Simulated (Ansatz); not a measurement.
# Lattice dynamics of Mg (Im-3m, 1 atom in the cell), part 2 of 2

Wanted: phonon frequencies of Mg (Im-3m, 1 atom in the cell) and what follows from them.

Ansatz 0.2.0; DFT PBEsol, scalar-relativistic, plane waves, PAW.

So far. Step 3 (Relaxing to small forces for the phonons): The forces vanish by symmetry and the pressure is -0.004 GPa, within the tolerances set. The cell now holds 22.50 Å³/atom. The relaxed cell has a = 3.557 Å (conventional setting).

This is not the structure that Mg takes at ambient pressure and room temperature (hexagonal, No. 194); it is a model or a phase of other conditions.

**4. Phonons on a q mesh**

Stability and thermal properties need the whole zone. Linear response on a 4×4×4 q mesh gives force constants as far as a supercell of that size would.

The input, input.yaml:

```yaml
crystal:
  lattice:
    - [-1.778350961, 1.778350961, 1.778350961]
    - [1.778350961, -1.778350961, 1.778350961]
    - [1.778350961, 1.778350961, -1.778350961]
  atoms:
    - { symbol: Mg, position: [0.0, 0.0, 0.0] }
kpoints:
  mp_grid: { grid: [16, 16, 16] }
hamiltonian:
  xc: pbesol
scf:
  occupations: { method: methfessel_paxton, width: 0.15 }
output:
  eigenvalues: true
phonons:
  method: dfpt
  qmesh: [4, 4, 4]
  temperatures: { t_max: 1000, t_step: 50 }
  qpath:
    path:
      - [[0.0, 0.0, 0.0], [0.5, -0.5, 0.5], [0.0, 0.0, 0.5], [0.0, 0.0, 0.0], [0.25, 0.25, 0.25], [0.5, -0.5, 0.5]]
      - [[0.25, 0.25, 0.25], [0.0, 0.0, 0.5]]
    npoints: 10
```

The run is started by

```
$ ansatz run input.yaml --threads 4 --pin off --max-ram 7168MiB --backend cpu --events-out ev --progress --plain --runs-dir out
```

Numbers of over 12 decimals in the logs are rounded to 6 here.

The program printed:

```text
[...]
Crystal: 1 atoms, lattice volume = 22.496 Å³
Basis set: ecut = 420 eV, 429 PW (Γ), exchange–correlation on 48×48×48 points (8 copies of the dense FFT grid, shifted against one another)
Bands: 9, of which v1, the nominal top of the filled ones, is band 5 counted from 1 (4 counted from 0)
Symmetry: 48 space group operations
k-points: 145 of 4096
[...]
SCF iter   1: F=—  HF=-1912.022778 eV  |F-HF|=—  |Δ(HF+E_count)|=         —  Δρ=1.92e-3  dr2=3.06e-4  ethr=1.77e-3  ⟨swp⟩=5.2  Hψ=9003  notcnv=0
[...]
SCF iter   7: F=-1912.022297 eV  HF=-1912.022297 eV  |F-HF|=9.09e-13  |Δ(HF+E_count)|=  1.34e-11  S|Δr|=    0.00e0  Δρ=6.32e-9  dr2=5.64e-15  ethr=1.00e-12  ⟨swp⟩=4.5  Hψ=4149  notcnv=0
SCF 1 converged in 7 iterations: F = -1912.022297 eV  dr2 = 5.64e-15
[...]
NSCF: frozen V_eff on 145 k-points
WARN: eigensolver did not converge in 9 slots of this pass, the one above among them; of largest residual over every band (k=9): 1 band(s) unlocked (lowest unlocked band 8, counted from 0; max residual 1.98e-4 eV among the unlocked bands, 1.98e-4 eV over every band); of lowest unlocked band (k=0): band 8
[...]
DFPT response loops at q = (0, 0, 0) (fractional): preconditioner auto → Kerker (q_TF=auto, 2.383 Å⁻¹) (partly filled bands, converged f_vac=0.000); β = 1.00, the filter's whole step (`scf.mixing.beta` (0.50) is not read by the response loops under this deck's `scf.mixing.preconditioner`; to damp them name `kerker` or `kerker_dos`, under which they read `scf.mixing.beta`, and type it under 1.00, their step now; both keys bind the ground state too); Broyden in place of MSR1
[...]
SCF converged after 7 iterations
[...]
Free energy (F): -1912.022297 eV
[...]
Internal energy: -1912.022312 eV  (E = F + TS)
E sigma→0 (E₀):  -1912.022301 eV
Entropy (-TS):   0.000016 eV (0.016 meV/atom)
Fermi energy:    5.809217 eV
[...]
--- Band table (eV; the first three rows and the last of 145) ---
[...]
--- Phonons (Γ-DFPT): 1 representative perturbation + reference (Σ response iterations 3) ---
  ASR residual: 1.573e-6 → 0.000e0 eV/Å²; symmetrization residual: 3.809e-13 eV/Å²
  ASR residual per site (eV/Å²): 1.57e-6
  Γ frequencies (cm⁻¹): 0.00 0.00 0.00
--- Phonons (arbitrary-q DFPT): 8 irreducible q on the 4×4×4 mesh ---
  q = [0.0000, 0.0000, 0.0000] (star 1, of the zone-centre solve; hermiticity 1.51e-7, symmetrization 2.41e-7): -0.00 0.00 0.00
  q = [0.0000, 0.0000, 0.2500] (star 12, 2 solved perturbations in 3336 linear systems a pass and spin channel, the states on 2176 of 4096 k-point pairs; hermiticity 7.88e-13, symmetrization 1.61e-12): -14.34 131.78 182.05
[...]
q = [0.2500, 0.2500, 0.2500] (star 2, 1 solved perturbation on 589 of 4096 k-point pairs; hermiticity 2.52e-13, symmetrization 1.62e-12): 176.43 176.43 176.43
[...]
sum rule: each row above includes the acoustic sum rule's correction from the zone centre's row sums; it moved no ω² by more than (0.13 cm⁻¹)²
  mesh force constants: q→R imaginary residual 0.00e0; ASR residual 1.573e-6 → 0.000e0 eV/Å²; symmetrization residual 8.882e-16 eV/Å²
  interpolated dispersion: 62 rows × 3 modes
  density of states and harmonic sums: on the 24×24×24 q-mesh, interpolated from the force constants of a 4×4×4 supercell (no non-analytic term)
  largest difference from the sums on the solved wave vectors: F 7.75e-2 eV, S 1.04e-4 and C_V 2.64e-5 eV/K
  zero-point energy: 0.030543 eV/cell   skipped modes (ω ≤ 0): 15, of them read as no rigid motion or as one in doubt: 12 (2.300e-2 modes/cell left out, lowest -31.61 cm⁻¹)   left out of the sums: 7.74e-3 of the cell's modes: C_V's classical limit lies that fraction below 3 k_B per atom; for a crystal, a wire or a layer, F and S can be off by more, and a phonons.interpolated_qmesh denser along its periods is the remedy for the sampling
```

It took 2.8 min on 4 threads of AMD EPYC 7R43, shared host; peak memory 1.8 GiB.

In the SCF lines HF is the Harris–Foulkes energy and dr2 the Hartree energy of the density residual, in eV; the loop may stop once dr2 is under the threshold and the program's other checks hold. Hψ counts applications of the Hamiltonian.

This step gave:

```yaml
sum_rule_residual_before_enforcement: 1.57e-6 eV/Å²
lowest_frequency_on_the_path: -31.62 cm⁻¹
highest_frequency_on_the_path_or_at_a_solved_wavevector: 255.7 cm⁻¹
lowest_mode_on_the_q_mesh_acoustic_modes_at_gamma_apart: -31.55 cm⁻¹
```

Frequencies (cm⁻¹) solved at each irreducible wavevector; negative means imaginary. Frequencies by wavevector, by row:

| q in reciprocal lattice units | star | mode 1 | mode 2 | mode 3 |
| --- | --- | --- | --- | --- |
| 0 0 0 | 1 | 0 | 0 | 0 |
| 0 0 0.25 | 12 | -14.3 | 131.8 | 182.1 |
| 0 0 -0.5 | 6 | -31.6 | 185.2 | 255.7 |
| 0 0.25 0.25 | 24 | 96.7 | 173.8 | 232.5 |
| 0.25 0.25 0.25 | 2 | 176.4 | 176.4 | 176.4 |
| 0.25 0.25 -0.25 | 6 | 172.2 | 172.2 | 174.3 |
| 0.25 -0.5 -0.5 | 12 | 171.3 | 211.5 | 246.9 |
| -0.5 -0.5 -0.5 | 1 | 238.2 | 238.2 | 238.2 |

Interpolated from a 4×4×4 q mesh. The phonon branches at the labelled points (cm⁻¹):

| point | branch 1 | branch 2 | branch 3 |
| --- | --- | --- | --- |
| Γ | 0 | 0 | 0 |
| halfway | 172 | 172 | 174 |
| H | 238 | 238 | 238 |
| halfway | 171 | 212 | 247 |
| N | -32 | 185 | 256 |
| halfway | -14 | 132 | 182 |
| Γ | 0 | 0 | 0 |
| halfway | 96 | 96 | 212 |
| P | 176 | 176 | 176 |
| halfway | 144 | 226 | 226 |
| H | 238 | 238 | 238 |
| jump to P | 176 | 176 | 176 |
| halfway | 91 | 181 | 231 |
| N | -32 | 185 | 256 |

The phonon branches as a text plot (rows in cm⁻¹):

```
    250 |               *******                                **
    238 |          *****       *                      *****   *
    226 |         *   ***       *           ***      *       *
    214 |        *     * *                 *       **   *   *
    202 |       *         *                    *  *    *
    190 |       *       *  ***            *      *         *   **
    178 |     **              ** *              *     *    ****
    166 |                *      *              *           *
    154 |                         *      *       *
    142 |    *            *                   *      *
    130 |                        *           *    *         *
    118 |   *                      *               **
    106 |                         *     *   *                *
     94 |                                  *
     82 |  *                       **     *
     70 |                  *                                  *
     58 |                           *  * *
     46 | *                          *  *
     34 |                            *
     22 |                   *          *                       *
     10 |                         ****
     -2 |*                            *
    -14 |                        *
    -26 |                    ****                               *
         Γ           H       N        Γ         P        H|P    N
```

Tetrahedra on a 24×24×24 mesh, mean over bins of 5 cm-1. Interpolated from a 4×4×4 q mesh. The phonon density of states by wavenumber; read off at these points:

| wavenumber (cm⁻¹) | phonon density of states (1/cm⁻¹/cell) |
| --- | --- |
| -32 | 2.0e-5 |
| -22 | 7.5e-4 |
| -12 | 7.6e-4 |
| -2 | 8.4e-4 |
| 8 | 0.00105 |
| 18 | 0.00179 |
| 28 | 0.00314 |
| 38 | 0.00431 |
| 48 | 0.00567 |
| 58 | 0.00653 |
| 68 | 0.00797 |
| 78 | 0.00865 |
| 88 | 0.00942 |
| 98 | 0.0104 |
| 108 | 0.0112 |
| 118 | 0.0104 |
| 128 | 0.00966 |
| 138 | 0.00968 |
| 148 | 0.0105 |
| 158 | 0.0118 |
| 168 | 0.0142 |
| 178 | 0.0200 |
| 182 | 0.0241 |
| 188 | 0.0209 |
| 198 | 0.0158 |
| 208 | 0.0150 |
| 218 | 0.0168 |
| 228 | 0.0259 |
| 238 | 0.0343 |
| 248 | 0.0131 |
| 258 | 9.0e-5 |

Second derivatives of the energy by pair, one row for each kind of neighbour of each atom listed. Each entry sums the pair over the periodic images of the supercell that the q mesh stands for, and in a polar crystal it holds the long-range dipole part too. Force constants by pair, by row:

| atom | neighbour | distance (Å) | third of the trace (eV/Å²) | along the pair's line (eV/Å²) |
| --- | --- | --- | --- | --- |
| Mg1 | itself | 0 | 2.773 | – |
| Mg1 | Mg | 3.08 | -0.3158 | -1.035 |
| Mg1 | Mg | 3.557 | -0.0198 | -0.0035 |
| Mg1 | Mg | 5.03 | -0.0092 | -0.0351 |
| Mg1 | Mg | 5.898 | -3.00e-4 | 0.0041 |
| Mg1 | Mg | 6.16 | 0.0176 | 0.0393 |
| Mg1 | Mg | 7.113 | -0.0014 | -0.0163 |

Symmetry leaves 8 wavevectors to solve. The lowest mode among them, the acoustic zeros apart, lies at q = (0, 0, -0.5) and is imaginary, 31.6i cm⁻¹, so the energy falls along it.

**5. The same by displaced supercells**

Finite displacements in a 2×2×2 supercell give force constants from forces alone. They are exact at the wavevectors that the supercell holds, where they check the linear-response result.

input.yaml, as its differences from that of step 4:

```diff
@@ -16,4 +16,4 @@
 phonons:
-  method: dfpt
-  qmesh: [4, 4, 4]
+  method: fd
+  supercell: [2, 2, 2]
   temperatures: { t_max: 1000, t_step: 50 }
```

The program printed:

```text
[...]
Crystal: 8 atoms, lattice volume = 179.971 Å³
Basis set: ecut = 420 eV, 3511 PW (Γ), exchange–correlation on 90×90×90 points (8 copies of the dense FFT grid, shifted against one another)
Bands: 50, of which v1, the nominal top of the filled ones, is band 40 counted from 1 (39 counted from 0)
Symmetry: 384 space group operations
k-points: 29 of 512
[...]
SCF iter   1: F=—  HF=-15296.178375 eV  |F-HF|=—  |Δ(HF+E_count)|=         —  Δρ=1.34e-7  dr2=1.36e-11  ethr=1.00e-12  ⟨swp⟩=4.0  Hψ=3961  notcnv=0
[...]
SCF iter   2: F=-15296.178375 eV  HF=-15296.178375 eV  |F-HF|=1.82e-12  |Δ(HF+E_count)|=  1.46e-11  S|Δr|=    0.00e0  Δρ=5.30e-8  dr2=3.33e-12  ethr=1.00e-12  ⟨swp⟩=3.0  Hψ=3897  notcnv=0
SCF 1 converged in 2 iterations: F = -15296.178375 eV  dr2 = 3.33e-12
[...]
Symmetry: 8 space group operations
k-points: 59 of 512 (time reversal used)
[...]
SCF iter   5: F=-15296.178366 eV  HF=-15296.178366 eV  |F-HF|=1.82e-12  |Δ(HF+E_count)|=  1.09e-11  S|Δr|=    0.00e0  Δρ=5.66e-8  dr2=5.20e-12  ethr=1.00e-12  ⟨swp⟩=4.7  Hψ=12789  notcnv=0
SCF 2 converged in 5 iterations: F = -15296.178366 eV  dr2 = 5.20e-12
[...]
SCF converged after 2 iterations
[...]
Free energy (F): -15296.178375 eV
[...]
Internal energy: -15296.178500 eV  (E = F + TS)
E sigma→0 (E₀):  -15296.178406 eV
Entropy (-TS):   0.000124 eV (0.016 meV/atom)
Fermi energy:    5.809217 eV
[...]
--- Band table (eV; the first three rows and the last of 29) ---
  k-point 0: bands = [... 36 lower, 4.2793, 4.2793, 4.2793, 4.8805, 4.8805, 4.8805, 4.8805, 4.8805, ... 6 higher]
  k-point 1: bands = [... 36 lower, 3.8966, 3.8966, 4.3640, 4.9715, 5.4341, 5.4341, 5.4341, 5.4341, ... 6 higher]
  k-point 2: bands = [... 36 lower, 3.4787, 3.4787, 4.6182, 5.2425, 6.3615, 6.3615, 6.3615, 6.3615, ... 6 higher]
  k-point 28: bands = [... 36 lower, 1.7020, 1.7020, 6.9904, 6.9904, 6.9904, 6.9904, 6.9904, 6.9904, ... 6 higher]
--- Phonons: 1 displaced member + reference (amplitude 0.0025 Å, Σ member SCF iterations 5) ---
  symmetry images taken by strict's conditions (phonons.symmetry_images: auto; settled by no image being taken that strict refuses)
  ASR residual: 7.306e-5 → 0.000e0 eV/Å²; symmetrization residual: 3.553e-15 eV/Å²
  largest component of a force at the reference: 5.5e-29 eV/Å
  ASR residual per site (eV/Å²): 7.31e-5
  Γ frequencies (cm⁻¹): 0.00 0.00 0.00
[...]
```

It took 25 s on 4 threads; peak memory 0.8 GiB; 89 s of CPU time.

Numbers from this step:

```
atoms in the supercell               : 8
sum-rule residual before enforcement : 7.31e-5 eV/Å²
lowest frequency on the path         : -31.55 cm⁻¹
```

Interpolated from a 2×2×2 supercell, rough between the solved points. Phonon branches along the path, in cm⁻¹:

| point | branch 1 | branch 2 | branch 3 |
| --- | --- | --- | --- |
| Γ | 0 | 0 | 0 |
| halfway | 171 | 177 | 177 |
| H | 238 | 238 | 238 |
| halfway | 167 | 213 | 247 |
| N | -32 | 185 | 256 |
| halfway | -22 | 131 | 181 |
| Γ | 0 | 0 | 0 |
| halfway | 100 | 100 | 213 |
| P | 188 | 188 | 188 |
| halfway | 135 | 231 | 231 |
| H | 238 | 238 | 238 |
| jump to P | 188 | 188 | 188 |
| halfway | 101 | 186 | 239 |
| N | -32 | 185 | 256 |

The phonon branches as a text plot (rows in cm⁻¹):

```
    250 |               *******                               ***
    238 |          *****       *             *        *****
    226 |         *   ***       *           * *    ***      **
    214 |        *     * *                 *   *  *     *
    202 |       *         *                      *         *
    190 |       *       *  ***            *     *      *   ******
    178 |     **              ** *             *           *
    166 |     **         *      *                     *
    154 |    *                    *           *  *
    142 |    *            *              *   *              *
    130 |                        *                *  *
    118 |   *                      *        *       *        *
    106 |   *                     *     *          *
     94 |                                  *
     82 |  *                       **     *                   *
     70 |  *               *
     58 |                           *  * *
     46 | *
     34 | *                          *  *                      *
     22 |                   *          *
     10 |
     -2 |*                           **
    -14 |                         ***
    -26 |                    *****                              *
         Γ           H       N        Γ         P        H|P    N
```

Tetrahedra on a 24×24×24 mesh, mean over bins of 5 cm-1. Interpolated from a 2×2×2 supercell, rough between the solved points. Table of phonon density of states by wavenumber; read off at these points:

| wavenumber (cm⁻¹) | phonon density of states (1/cm⁻¹/cell) |
| --- | --- |
| -32 | 1.0e-5 |
| -22 | 6.5e-4 |
| -18 | 7.8e-4 |
| -8 | 9.2e-4 |
| -2 | 0.00113 |
| 8 | 0.00144 |
| 12 | 0.00163 |
| 22 | 0.00246 |
| 32 | 0.00339 |
| 38 | 0.00383 |
| 48 | 0.00527 |
| 52 | 0.0057 |
| 62 | 0.00695 |
| 68 | 0.00755 |
| 78 | 0.0084 |
| 88 | 0.00967 |
| 92 | 0.0103 |
| 102 | 0.0115 |
| 108 | 0.0122 |
| 118 | 0.00998 |
| 122 | 0.00957 |
| 132 | 0.00936 |
| 138 | 0.00936 |
| 148 | 0.00985 |
| 158 | 0.0108 |
| 162 | 0.0117 |
| 172 | 0.0140 |
| 178 | 0.0162 |
| 188 | 0.0245 |
| 192 | 0.0187 |
| 202 | 0.0160 |
| 212 | 0.0156 |
| 218 | 0.0160 |
| 228 | 0.0197 |
| 232 | 0.0269 |
| 238 | 0.0417 |
| 242 | 0.0301 |
| 248 | 0.0177 |
| 258 | 1.7e-4 |

On this path the spectrum ends at 256 cm⁻¹ (at N). A branch goes imaginary (drawn negative), down to -31.5 cm⁻¹ at N, so this structure is not a minimum of the harmonic energy.

**6. Results**

```yaml
space_group_after_relaxation_within_0p01_a: Im-3m
volume_per_atom: 22.5 Å³
electronic_character: no gap on this mesh
lowest_mode_on_the_q_mesh_acoustic_modes_at_gamma_apart: -31.6 cm⁻¹
highest_frequency_on_the_path_or_at_a_solved_wavevector: 256 cm⁻¹
imaginary_modes_on_the_4x4x4_q_mesh: yes
```

In words: Modes are clearly imaginary (beyond 10i cm⁻¹) at 2 of the 8 irreducible wavevectors, most at q = (0, 0, -0.5) (31.6i cm⁻¹), so this structure is not a minimum of the energy. With no gap, or one that is small against the smearing, the frequencies hang on the k mesh and the smearing, most of all near Kohn anomalies. A phonon run warned that its eigensolver left some bands unconverged in a pass. These are harmonic frequencies at zero temperature: anharmonic shifts, linewidths and thermal expansion are left out.

[Logs are printed without paths, hosts, clocks, repeated set-up lines and the standing remarks that a program may print on its own settings, such as how far it seeks lower states.]

[Hosts, paths, dates, database ids (printed as entryN), source tags and the programs' standing remarks are cut or masked in the printed files.]
